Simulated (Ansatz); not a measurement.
# CdInCl3 in Imma, a phase reached by a soft mode: a soft mode frozen in

Wanted: the energy along a soft mode of CdInCl3 in Imma, a phase reached by a soft mode and the structure at the end.

Calculated with Ansatz 0.2.0; DFT PBEsol, scalar-relativistic, plane waves, PAW; PAW set soft_1.

The structure was built from a prototype and need not be the compound's stable phase.

**1. Set-up**

It takes space group Imma (No. 74, orthorhombic). Conventional cell: a = 7.147 Å, b = 9.981 Å, c = 7.372 Å, α = 90.00°, β = 90.00°, γ = 90.00°. Nearest to In lie 5 Cl at 3.15 to 3.19 Å. Nearest to Cd lie 6 Cl at 2.58 to 2.62 Å. Nearest to Cl lie 2 Cd at 2.58 Å and 1 In at 3.19 Å. Nearest to Cl lie 2 Cd at 2.62 Å and 2 In at 3.15 Å. Farther neighbours and most contacts between anions are not listed.

**2. Linear response at the zone centre**

This phase was reached earlier by freezing in an unstable mode of a structure of higher symmetry and relaxing. Its zone-centre modes can show that it is still unstable.

input.yaml reads:

```yaml
crystal:
  lattice:
    - [-3.5733330105, 4.9905401262, 3.6858521974]
    - [3.5733330105, -4.9905401262, 3.6858521974]
    - [3.5733330105, 4.9905401262, -3.6858521974]
  atoms:
    - { symbol: In, position: [0.7712407335, 0.0212407335, 0.75] }
    - { symbol: In, position: [0.2287592665, 0.9787592665, 0.25] }
    - { symbol: Cd, position: [0.0, 0.5, 0.5] }
    - { symbol: Cd, position: [0.5, 0.5, 0.0] }
    - { symbol: Cl, position: [0.3389323593, 0.5889323593, 0.75] }
    - { symbol: Cl, position: [0.6610676407, 0.4110676407, 0.25] }
    - { symbol: Cl, position: [0.8020433168, 0.5, 0.8020433168] }
    - { symbol: Cl, position: [0.1979566832, 0.5, 0.1979566832] }
    - { symbol: Cl, position: [0.1979566832, 0.0, 0.6979566832] }
    - { symbol: Cl, position: [0.8020433168, 0.0, 0.3020433168] }
kpoints:
  mp_grid: { grid: [6, 6, 6] }
hamiltonian:
  xc: pbesol
  pseudopotentials: { kind: paw, azcp: { folder: soft_1 }, xc_functional: pbe }
scf:
  occupations: { method: fixed }
output:
  eigenvalues: true
phonons:
  method: dfpt
  dielectric: true
  rigid_motions: translations
```

Started as:

```sh
$ ansatz run input.yaml --threads 4 --pin off --max-ram 16384MiB --backend cpu --events-out ev --progress --plain --runs-dir out
```

Numbers of over 12 decimals in the logs are rounded to 6 here.

What it wrote:

```text
Engine: ansatz 0.2.0, aarch64-unknown-linux-gnu
Pseudopotentials: kind: paw
Pseudopotential: In, paw, valence charge 13, recommended cutoff 420 eV (normal), soft_1/In.paw.azcp
Pseudopotential: Cd, paw, valence charge 20, recommended cutoff 420 eV (normal), soft_1/Cd.paw.azcp
Pseudopotential: Cl, paw, valence charge 7, recommended cutoff 420 eV (normal), soft_1/Cl.paw.azcp
Functional definition: PBEsol
  exchange = pbesol_x
  correlation = pbesol_c
Crystal: 10 atoms, lattice volume = 262.917 Å³
Basis set: ecut = 420 eV, 5123 PW (Γ), exchange–correlation on 96×96×96 points (8 copies of the dense FFT grid, shifted against one another)
Bands: 65, of which v1, the nominal top of the filled ones, is band 54 counted from 1 (53 counted from 0)
Symmetry: 8 space group operations
k-points: 112 of 216 (irreducible under 1 space group operation, time reversal used)
Non-local potential: In, projectors of the file, l = 0: 2, l = 1: 2, l = 2: 2, l = 3: 1
Non-local potential: Cd, projectors of the file, l = 0: 3, l = 1: 2, l = 2: 2, l = 3: 1
Non-local potential: Cl, projectors of the file, l = 0: 2, l = 1: 2, l = 2: 1
PAW form: soft (Blöchl's): semilocal exchange-correlation on the pseudo side does not see the compensation charge
PAW frozen core: In, regenerated for the run's functional, and the local potential with it (the file was generated under x = pbe(κ = 0.804, μ = 0.219515), c = pbe(β = 0.066725))
PAW frozen core: Cd, regenerated for the run's functional, and the local potential with it (the file was generated under x = pbe(κ = 0.804, μ = 0.219515), c = pbe(β = 0.066725))
PAW frozen core: Cl, regenerated for the run's functional, and the local potential with it (the file was generated under x = pbe(κ = 0.804, μ = 0.219515), c = pbe(β = 0.066725))
PAW one-centre angular grid: In, 590 points (default); XC on 64 Gauss nodes
PAW one-centre angular grid: Cd, 590 points (default); XC on 64 Gauss nodes
PAW one-centre angular grid: Cl, 110 points (default); XC on 64 Gauss nodes
Initial density: superposition of atomic densities (chi_scale 0.1, normalization cell, long waves kept (reshape's long-wave potential 0.01 eV rms))
Initial wavefunctions: pseudopotential atomic-orbital guess
Functional: x = pbesol(κ = 0.804, μ = 0.123457), c = pbesol(β = 0.046)
SCF iter   1: F=—  HF=-33796.694502 eV  |F-HF|=—  |Δ(HF+E_count)|=         —  Δρ=5.33e-2  dr2=8.87e0  ethr=3.10e-3  ⟨swp⟩=4.9  Hψ=23606  notcnv=0  defer=930
preconditioner: auto → Resta (q_TF=auto, 2.352 Å⁻¹)  ε∞=3.8  [insulator: Δε(μ)=1.360 eV  Ē_g=13.058 eV  n_scr=58 (ndim 8)  ℏωp=22.0 eV  f_vac=0.013  ε∞_Penn≈3.8]
SCF iter   2: F=—  HF=-33793.516252 eV  |F-HF|=—  |Δ(HF+E_count)|=    3.18e0  Δρ=1.40e-2  dr2=6.34e-1  ethr=3.10e-3  ⟨swp⟩=3.0  Hψ=15688  notcnv=0  defer=818
SCF iter   3: F=—  HF=-33793.305876 eV  |F-HF|=—  |Δ(HF+E_count)|=   2.10e-1  Δρ=5.75e-3  dr2=9.36e-2  ethr=5.87e-4  ⟨swp⟩=3.6  Hψ=11265  notcnv=0  defer=998
SCF iter   4: F=—  HF=-33793.278413 eV  |F-HF|=—  |Δ(HF+E_count)|=   2.75e-2  Δρ=1.09e-3  dr2=4.38e-3  ethr=8.67e-5  ⟨swp⟩=3.0  Hψ=12725  notcnv=0  defer=1006
SCF iter   5: F=—  HF=-33793.278382 eV  |F-HF|=—  |Δ(HF+E_count)|=   3.17e-5  Δρ=3.54e-4  dr2=3.50e-4  ethr=4.05e-6  ⟨swp⟩=2.6  Hψ=11727  notcnv=0  defer=1006
SCF iter   6: F=—  HF=-33793.278612 eV  |F-HF|=—  |Δ(HF+E_count)|=   2.30e-4  Δρ=7.18e-5  dr2=1.42e-5  ethr=3.24e-7  ⟨swp⟩=2.0  Hψ=11521  notcnv=0  defer=1007
SCF iter   7: F=—  HF=-33793.278634 eV  |F-HF|=—  |Δ(HF+E_count)|=   2.15e-5  Δρ=2.36e-5  dr2=1.77e-6  ethr=1.31e-8  ⟨swp⟩=2.0  Hψ=12097  notcnv=0  defer=947
SCF iter   8: F=—  HF=-33793.278482 eV  |F-HF|=—  |Δ(HF+E_count)|=   1.51e-4  Δρ=5.97e-6  dr2=1.87e-7  ethr=1.64e-9  ⟨swp⟩=2.0  Hψ=11511  notcnv=0  defer=561
SCF iter   9: F=—  HF=-33793.278482 eV  |F-HF|=—  |Δ(HF+E_count)|=   1.97e-7  Δρ=1.33e-6  dr2=7.56e-9  ethr=1.73e-10  ⟨swp⟩=2.0  Hψ=11921  notcnv=0  defer=561
SCF iter  10: F=—  HF=-33793.278482 eV  |F-HF|=—  |Δ(HF+E_count)|=   5.12e-9  Δρ=3.46e-7  dr2=5.50e-10  ethr=7.00e-12  ⟨swp⟩=2.0  Hψ=11665  notcnv=0  defer=561
SCF iter  11: F=—  HF=-33793.278482 eV  |F-HF|=—  |Δ(HF+E_count)|=  4.15e-10  Δρ=1.57e-7  dr2=1.04e-10  ethr=1.00e-12  ⟨swp⟩=20.0  Hψ=53919  notcnv=0
SCF iter  12: F=-33793.278482 eV  HF=-33793.278482 eV  |F-HF|=0.00e0  |Δ(HF+E_count)|=  7.28e-12  Δρ=4.09e-8  dr2=8.14e-12  ethr=1.00e-12  ⟨swp⟩=7.0  Hψ=33571  notcnv=0
SCF 1 converged in 12 iterations: F = -33793.278482 eV  dr2 = 8.14e-12
  greatest PAW one-centre occupation: 1.000 electrons in one spin orbital (limit 2), on the Cd atom at site 3 (counted from 0), in its partial waves of l = 0
NSCF: frozen V_eff on 5 k-points
DFPT response loops at Γ: preconditioner auto → Resta (q_TF=auto, 2.352 Å⁻¹)  ε∞=6.1 (no band partly filled); β = 1.00, the filter's whole step (`scf.mixing.beta` (0.50) is not read by the response loops at its default; to damp them type it under 1.00, their step now; it binds the ground state too); Broyden in place of MSR1
── the response to a field inside a basis, on 6×6×6 k-points: an SCF that follows is theirs, and a resumed run solves both again ──
Bands: 55, of which v1, the nominal top of the filled ones, is band 54 counted from 1 (53 counted from 0)
k-points: 45 of 216
Initial density: handed on by an earlier stage of this run
Initial wavefunctions: pseudopotential atomic-orbital guess (no wavefunctions were taken with the density)
Eigensolver: Dense (45 Hₖ)
SCF iter   1: F=—  HF=-33793.057371 eV  |F-HF|=—  |Δ(HF+E_count)|=         —  Δρ=6.13e-4  dr2=3.83e-4  ethr=1.00e-1
preconditioner: auto → Resta (q_TF=auto, 2.352 Å⁻¹)  ε∞=5.6  [insulator: Δε(μ)=1.667 eV  Ē_g=10.198 eV  n_scr=58 (ndim 8)  ℏωp=22.0 eV  f_vac=0.030  ε∞_Penn≈5.6]
SCF iter   2: F=—  HF=-33793.057403 eV  |F-HF|=—  |Δ(HF+E_count)|=   3.20e-5  Δρ=2.85e-4  dr2=7.13e-5  ethr=3.55e-7
SCF iter   3: F=—  HF=-33793.057449 eV  |F-HF|=—  |Δ(HF+E_count)|=   4.54e-5  Δρ=7.46e-5  dr2=9.21e-6  ethr=6.61e-8
SCF iter   4: F=—  HF=-33793.057452 eV  |F-HF|=—  |Δ(HF+E_count)|=   3.88e-6  Δρ=1.39e-5  dr2=6.46e-7  ethr=8.53e-9
SCF iter   5: F=-33793.057453 eV  HF=-33793.057453 eV  |F-HF|=5.62e-8  |Δ(HF+E_count)|=   1.19e-7  Δρ=4.32e-6  dr2=6.81e-8  ethr=5.98e-10
SCF 1 converged in 5 iterations: F = -33793.057453 eV  dr2 = 6.81e-8
DFPT response loops at Γ: preconditioner auto → Resta (q_TF=auto, 2.352 Å⁻¹)  ε∞=6.0 (no band partly filled); β = 1.00, the filter's whole step (`scf.mixing.beta` (0.50) is not read by the response loops at its default; to damp them type it under 1.00, their step now; it binds the ground state too); Broyden in place of MSR1
SCF converged after 12 iterations
Free energy (F): -33793.278482 eV
Harris-Foulkes:  -33793.278482 eV  (|F-HF|=0.00e0)
Internal energy: -33793.278482 eV  (E = F + TS)
E sigma→0 (E₀):  -33793.278482 eV
Fermi energy:    4.782726 eV
--- Per-component energies (eV) ---
  E_band       = -1307.229435
  E_kinetic    = 2219.592820
  E_local      = -12458.604808  (includes V_loc(G=0)·N_el)
  E_nonlocal   = 1097.398925
  E_hartree    = 5384.470488
  E_xc         = -1232.553458
  E_vxc        = -1265.257191  (∫ρ·V_xc dr)
  E_paw        = -20174.237812  (= ΣΔE_a)
  E_vpaw       = -1669.301697  (= ΣTr[D̂ρ^β])
  E_aug_tail   = 0.001558  (compensation charges beyond the density's cutoff)
  E_ewald      = -8630.972517
  E_core_change = 1.626322  (= ΣΔE_core)
  E_smearing   = -0.000000  (= −TS)
  E_closure    = -0.000000  (closes the sum)
  Σ components = -33793.278482   (vs F -33793.278482, Δ=0.00e0)
--- Band table (eV; the first three rows and the last of 112) ---
  k-point 0: bands = [... 50 lower, 3.6092, 3.7954, 3.8042, 4.2178, 6.3759, 10.0120, 10.0420, 10.0462, ... 7 higher]
  k-point 1: bands = [... 50 lower, 3.5640, 3.6689, 4.0299, 4.3231, 6.6262, 9.5520, 9.6059, 9.8177, ... 7 higher]
  k-point 2: bands = [... 50 lower, 3.2696, 3.4508, 4.4548, 4.5307, 7.2946, 8.8440, 8.8924, 9.2707, ... 7 higher]
  k-point 111: bands = [... 50 lower, 3.3919, 3.7689, 4.5732, 4.7577, 7.7918, 8.2047, 8.9810, 9.1125, ... 7 higher]
--- Phonons (Γ-DFPT): 12 representative perturbations + reference, on 112 of 216 k-points (Σ response iterations 43) ---
  k mesh reduced under 1 symmetry operation, with k and −k counted as one. Each operation leaves every solved perturbation unchanged. A smaller set is not considered because the run solves the response to a homogeneous field
  ASR residual: 6.970e-5 → 0.000e0 eV/Å²; symmetrization residual: 2.310e-5 eV/Å²
  ASR residual per site (eV/Å²): 6.97e-5 6.97e-5 4.85e-5 4.85e-5 3.47e-5 3.47e-5 5.65e-5 5.65e-5 5.65e-5 5.65e-5
  Γ frequencies (cm⁻¹): -21.38 0.00 0.00 0.00 8.28 39.78 45.26 51.43 51.93 54.29 54.75 59.65 72.43 77.31 79.79 89.21 99.39 100.27 103.22 110.03 123.17 126.51 131.50 139.13 141.66 148.96 214.67 236.78 241.94 278.58
  ε∞ (high-frequency dielectric tensor):
        4.460691     0.000000     0.000000
        0.000000     4.446610     0.000000
        0.000000     0.000000     4.602913
  softest optical mode at Γ: -21.38 cm⁻¹; the repairs (sum rule, projections) moved no ω² at Γ by more than (2.44 cm⁻¹)²
  Born effective charges Z* (e; rows j = field, columns β = displacement):
    site 0:
         1.99132    0.00000    0.00000
         0.00000    1.73280    0.00000
        -0.00000    0.00000    2.19258
    site 1:
         1.99132    0.00000    0.00000
         0.00000    1.73280    0.00000
        -0.00000    0.00000    2.19258
    site 2:
         2.62541    0.00000    0.00000
         0.00000    2.78055   -0.12889
        -0.00000   -0.16273    2.70173
    site 3:
         2.62541    0.00000    0.00000
         0.00000    2.78055    0.12889
        -0.00000    0.16273    2.70173
    site 4:
        -1.07591    0.00000    0.00000
         0.00000   -1.99463    0.00000
        -0.00000    0.00000   -1.47367
    site 5:
        -1.07591    0.00000    0.00000
         0.00000   -1.99463    0.00000
        -0.00000    0.00000   -1.47367
    site 6:
        -1.77041   -0.00000    0.24788
         0.00000   -1.25936    0.00000
         0.24699    0.00000   -1.71032
    site 7:
        -1.77041    0.00000    0.24788
         0.00000   -1.25936    0.00000
         0.24699    0.00000   -1.71032
    site 8:
        -1.77041   -0.00000   -0.24788
         0.00000   -1.25936    0.00000
        -0.24699    0.00000   -1.71032
    site 9:
        -1.77041    0.00000   -0.24788
         0.00000   -1.25936    0.00000
        -0.24699    0.00000   -1.71032
  Z* charge neutrality: 1.855e-2 e pre-enforcement
  solved inside a basis spanned on kpoints, on 6×6×6 k-points, its susceptibility summed on 8×8×8: ε∞ is read to err by 1.2e-2, Z* by 3.8e-2 e (field_mesh: kpoints solves on kpoints); Z* is corrected for what the basis lacks
  optical modes at Γ without the LO–TO term, one row a degenerate level:
      ω (cm⁻¹)  modes    IR ((D/Å)²/amu)
        -21.38      1             4.3897
          8.28      1             0.0000
         39.78      1             0.0000
         45.26      1             0.3380
         51.43      1             0.4773
         51.93      1             1.9292
         54.29      1             0.0000
[...]
optical modes at Γ + LO–TO along q̂ = [1.0000, 0.0000, 0.0000]:
      ω (cm⁻¹)  modes    IR ((D/Å)²/amu)
[...]
optical modes at Γ + LO–TO along q̂ = [0.0000, 1.0000, 0.0000]:
      ω (cm⁻¹)  modes    IR ((D/Å)²/amu)
[...]
optical modes at Γ + LO–TO along q̂ = [0.0000, 0.0000, 1.0000]:
      ω (cm⁻¹)  modes    IR ((D/Å)²/amu)
[...]
106.84      1             0.1882
        123.17      1             0.0000
        126.51      1             0.0000
        131.50      1             1.2199
        131.82      1             1.9979
        139.13      1             0.0000
        141.66      1             0.0000
        168.30      1             4.9800
        214.67      1             4.9365
        241.94      1             5.0316
        257.84      1             8.3619
        278.58      1             0.0000
```

It took 16 min on 4 threads of Arm Neoverse V2, shared host; peak memory 7.1 GiB.

This step gave:

```yaml
gap_on_the_k_mesh: 1.593 eV
volume_per_atom: 26.29 Å³
sum_rule_residual_before_enforcement: 6.97e-5 eV/Å²
miss_of_the_charge_sum_rule: 0.01855 e
estimated_error_of_the_dielectric_tensor: 0.01189
estimated_error_of_the_born_charges: 0.03763 e
point_group: mmm
highest_optical_mode_at_the_zone_centre_no_lo_to_term: 278.6 cm⁻¹
lowest_optical_zone_centre_mode: -21.38 cm⁻¹
mean_high_frequency_dielectric_constant: 4.503
largest_born_charge_third_of_the_trace: 2.703 e
top_of_the_zone_centre_spectrum_with_the_field: 278.6 cm⁻¹
```

Without the LO-TO term. Patterns of degenerate modes are one choice out of their space. The modes at Γ (shares of kinetic energy by element, %) (negative means imaginary):

| mode | frequency (cm⁻¹) | symmetry | In % | Cd % | Cl % |
| --- | --- | --- | --- | --- | --- |
| 1 | -21.4 | B3u | 41 | 1 | 58 |
| 2 | 0.0 | acoustic | 34 | 34 | 32 |
| 3 | 0.0 | acoustic | 34 | 34 | 32 |
| 4 | 0.0 | acoustic | 34 | 34 | 32 |
| 5 | 8.3 | B2g | 49 | 0 | 51 |
| 6 | 39.8 | B3g | 100 | 0 | 0 |
| 7 | 45.3 | B2u | 55 | 38 | 7 |
| 8 | 51.4 | B1u | 57 | 37 | 6 |
| 9 | 51.9 | B3u | 17 | 54 | 29 |
| 10 | 54.3 | Ag | 100 | 0 | 0 |
| 11 | 54.8 | B2g | 51 | 0 | 49 |
| 12 | 59.6 | B1g | 0 | 0 | 100 |
| 13 | 72.4 | B3u | 7 | 1 | 92 |
| 14 | 77.3 | B1u | 8 | 31 | 61 |
| 15 | 79.8 | B2u | 9 | 23 | 68 |
| 16 | 89.2 | Au | 0 | 16 | 84 |
| 17 | 99.4 | B3g | 0 | 0 | 100 |
| 18 | 100.3 | Ag | 0 | 0 | 100 |
| 19 | 103.2 | B2g | 0 | 0 | 100 |
| 20 | 110.0 | B1u | 0 | 24 | 75 |
| 21 | 123.2 | Au | 0 | 84 | 16 |
| 22 | 126.5 | Ag | 0 | 0 | 100 |
| 23 | 131.5 | B2u | 1 | 92 | 6 |
| 24 | 139.1 | B1g | 0 | 0 | 100 |
| 25 | 141.7 | B3g | 0 | 0 | 100 |
| 26 | 149.0 | B1u | 0 | 64 | 36 |
| 27 | 214.7 | B3u | 0 | 11 | 89 |
| 28 | 236.8 | B1u | 0 | 10 | 90 |
| 29 | 241.9 | B2u | 0 | 13 | 87 |
| 30 | 278.6 | B3g | 0 | 0 | 100 |

Displacements in mode 1 (-21.4 cm⁻¹), the largest set to 1:
```
In1 -0.48  0.00  0.00
In2 -0.48  0.00  0.00
Cd3  0.07  0.00  0.00
Cd4  0.07  0.00  0.00
Cl5  1.00  0.00  0.00
Cl6  1.00  0.00  0.00
Cl7  0.17  0.00 -0.07
Cl8  0.17  0.00 -0.07
Cl9  0.17  0.00  0.07
Cl10 0.17  0.00  0.07
```

Displacements in mode 9 (51.9 cm⁻¹), the largest set to 1:
```
In1 -0.50  0.00  0.00
In2 -0.50  0.00  0.00
Cd3  0.90  0.00  0.00
Cd4  0.90  0.00  0.00
Cl5 -1.00  0.00  0.00
Cl6 -1.00  0.00  0.00
Cl7 -0.12  0.00 -0.41
Cl8 -0.12  0.00 -0.41
Cl9 -0.12  0.00  0.41
Cl10-0.12  0.00  0.41
```

Before it was imposed, the acoustic sum rule was missed by 7.0e-5 eV/Å² and the charge sum rule by 0.019 e. Small misses are needed for a sound result but don't prove that mesh and cutoff are converged. The lowest optical mode is imaginary, 21.4i cm⁻¹, so the energy falls along it.

**3. The mode frozen in, largest atomic shift 0 Å**

The mode followed lies at Γ with frequency 21.4i cm⁻¹, the softest among the wavevectors solved. At small amplitude the distorted cell has space group no. 46 by a symmetry search on the positions. The undistorted cell that holds it gives the zero of energy on the same k mesh.

Changes to input.yaml since step 2:

```diff
@@ -22,8 +22,6 @@
 scf:
-  occupations: { method: fixed }
+  occupations: { method: gaussian, width: 0.02 }
 output:
+  forces: true
+  stress: true
   eigenvalues: true
-phonons:
-  method: dfpt
-  dielectric: true
-  rigid_motions: translations
```

What it wrote:

```text
[...]
Crystal: 10 atoms, lattice volume = 262.917 Å³
Basis set: ecut = 420 eV, 5123 PW (Γ), exchange–correlation on 96×96×96 points (8 copies of the dense FFT grid, shifted against one another)
Bands: 65, of which v1, the nominal top of the filled ones, is band 54 counted from 1 (53 counted from 0)
Symmetry: 8 space group operations
[...]
k-points: 46 of 216
[...]
k-point 0: bands = [... 50 lower, 3.6092, 3.7954, 3.8042, 4.2178, 6.3758, 10.0120, 10.0420, 10.0462, ... 4 higher]
  k-point 1: bands = [... 50 lower, 3.5640, 3.6689, 4.0299, 4.3231, 6.6262, 9.5520, 9.6058, 9.8177, ... 4 higher]
  k-point 2: bands = [... 50 lower, 3.2696, 3.4508, 4.4548, 4.5307, 7.2946, 8.8440, 8.8924, 9.2707, ... 4 higher]
  k-point 45: bands = [... 50 lower, 3.3919, 3.7689, 4.5731, 4.7577, 7.7917, 8.2047, 8.9810, 9.1125, ... 4 higher]
[key lines of the parts left out:]
SCF converged after 9 iterations
Free energy (F): -33793.278482 eV
Fermi energy:    5.579363 eV
P = ⅓ Tr σ = -0.0020 GPa (-0.020 kbar)
```

Wall time 9 s (4 threads); peak memory 0.99 GiB.

This step gave:

| Item | Value |
| --- | --- |
| pressure | -0.001977 GPa |
| energy from the undistorted cell | 0 meV/atom |

At this level the gap is 1.59 eV on the k-mesh of the self-consistent run, which can miss the band edges.

**4. The mode frozen in, largest atomic shift 0.22 Å**

The atoms are moved along the unstable eigenvector, the largest shift by 0.22 Å, with the cell fixed.

input.yaml, the sections that differ from step 3:

```yaml
crystal:
  lattice:
    - [-3.5733330105, 4.9905401262, 3.6858521974]
    - [3.5733330105, -4.9905401262, 3.6858521974]
    - [3.5733330105, 4.9905401262, -3.6858521974]
  atoms:
    - { symbol: In, position: [0.7712407335, 0.0064092996, 0.7351685661] }
    - { symbol: In, position: [0.2287592665, 0.9639278326, 0.2351685661] }
    - { symbol: Cd, position: [0.0, 0.5021493337, 0.5021493337] }
    - { symbol: Cd, position: [0.5, 0.5021493337, 0.0021493337] }
    - { symbol: Cl, position: [0.3389323593, 0.6197159442, 0.7807835849] }
    - { symbol: Cl, position: [0.6610676407, 0.4418512256, 0.2807835849] }
    - { symbol: Cl, position: [0.7999145124, 0.5030901279, 0.8072622491] }
    - { symbol: Cl, position: [0.1958278788, 0.5030901279, 0.2031756155] }
    - { symbol: Cl, position: [0.2000854876, 0.0073477367, 0.7031756155] }
    - { symbol: Cl, position: [0.8041721212, 0.0073477367, 0.3072622491] }
# kpoints, hamiltonian, scf, output: as in step 3
```

What it wrote:

```text
[...]
Crystal: 10 atoms, lattice volume = 262.917 Å³
Basis set: ecut = 420 eV, 5123 PW (Γ), exchange–correlation on 96×96×96 points (8 copies of the dense FFT grid, shifted against one another)
Bands: 65, of which v1, the nominal top of the filled ones, is band 54 counted from 1 (53 counted from 0)
Symmetry: 4 space group operations
[...]
k-points: 46 of 216 (time reversal used)
[...]
k-point 0: bands = [... 50 lower, 3.6295, 3.7620, 3.7892, 4.2939, 6.3731, 9.8884, 9.9999, 10.0066, ... 4 higher]
  k-point 1: bands = [... 50 lower, 3.5591, 3.6448, 4.0451, 4.3833, 6.6192, 9.5259, 9.6213, 9.8400, ... 4 higher]
  k-point 2: bands = [... 50 lower, 3.2661, 3.4394, 4.4763, 4.5740, 7.2804, 8.8490, 8.9390, 9.2840, ... 4 higher]
  k-point 45: bands = [... 50 lower, 3.3777, 3.7614, 4.6001, 4.8088, 7.8230, 8.1347, 8.9575, 9.0921, ... 4 higher]
[key lines of the parts left out:]
SCF converged after 9 iterations
Free energy (F): -33793.280642 eV
Fermi energy:    5.597766 eV
P = ⅓ Tr σ = 0.0438 GPa (0.438 kbar)
```

Wall time 15 s (4 threads); peak memory 0.94 GiB; 57 s of CPU time.

This step gave:

- pressure: 0.04384 GPa
- gap on the k-mesh: 1.551 eV
- energy from the undistorted cell: -0.216 meV/atom

The energy, extrapolated to zero smearing, is -0.22 meV/atom against the undistorted cell.

The run ends at a pressure of 0.04 GPa, with forces up to 0.013 eV/Å.

[end of part 1 of 3]

[Logs are printed without paths, hosts, clocks, repeated set-up lines and the standing remarks that a program may print on its own settings, such as how far it seeks lower states.]

[Hosts, paths, dates, database ids (printed as entryN), source tags and the programs' standing remarks are cut or masked in the printed files.]
